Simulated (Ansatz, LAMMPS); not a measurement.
# Gap against volume in Ga2O3 with crystalline order left by the classical run (95 atoms)

Density of this cell: 5.64 g/cm³. The cell holds 95 atoms: 38 Ga and 57 O. Its edges and angles: a = 9.891 Å, b = 10.545 Å, c = 10.109 Å, α = 86.1°, β = 92.6°, γ = 87.0°. The starting structure: 95 atoms (38 Fe, 57 O) placed at random at 4.7 g/cm³, melted at 5000 K for 10 ps at fixed volume with the Morse and Coulomb pair potential with partial charges (Pedone, Malavasi, Menziani, Cormack and Segre, J. Phys. Chem. B 110, 11780 (2006)). Quenched from 5000 K to 300 K at 50 K/ps and fixed volume, held 5 ps, then minimised at fixed cell. Then Fe was replaced by Ga and the cell scaled by 1.003 (the potential has no terms for the new elements, so the cell is a start for a DFT relaxation).

Calculated with Ansatz 0.2.0: Kohn-Sham DFT, PBE, PAW (set soft_1), plane waves; cutoff 420 eV, Γ point, fixed occupations. The relaxed cell was scaled evenly and the atoms were relaxed at each volume. The gap is that between the highest filled and the lowest empty Kohn-Sham level on the run's k-points.

```
volume (Å³/atom)  gap (eV)
          9.9399               2.065
          10.382                   ?
          10.713               1.649
          11.044               1.556
          11.376               1.366
          11.707               1.167
```

**Question.** Fit a straight line in ln V to the rows given and interpolate to the withheld row.

**Working.**

A volume deformation potential makes the spacing linear in u = ln(V/V0), with V0 = 11.044 Å³ the relaxed volume; v is the spacing.

| u = ln(V/V0) | v (eV) |
| --- | --- |
| -0.105360 | 2.0654 |
| -0.0304599 | 1.649 |
| 0 | 1.5562 |
| 0.0295590 | 1.3662 |
| 0.0582687 | 1.1669 |

With n = 5: mean u = -0.00959849, mean v = 1.56074, Σ(u − ū)² = 0.015837, Σ(u − ū)(v − v̄) = -0.084558. Slope b = -0.084558 / 0.015837 = -5.3393; intercept a = v̄ − b ū = 1.5095.

At the withheld volume u = -0.06188, and v = a + b u.

Prediction at 10.382: 1.840 eV. The run gave 1.910 eV, so the fit is low by 0.070 eV (3.7 % of the value).

The slope, -5.34 eV, says that the spacing narrows on expansion. Among the rows given, the largest miss of the fit is at 11.044, by 0.047 eV (5.2 % of the range of the table).

Limits: The table spans 16 % in volume, wide for a linear law. Semilocal functionals tend to put gaps under measured ones. Only the Γ point is sampled. Atoms move by up to 1.2 Å in these relaxations, so the structure changes along the series. Defect or tail levels can set the spacing of a disordered cell.

[Logs are printed without paths, hosts, clocks, repeated set-up lines and the standing remarks that a program may print on its own settings, such as how far it seeks lower states.]

[Hosts, paths, dates, database ids (printed as entryN), source tags and the programs' standing remarks are cut or masked in the printed files.]
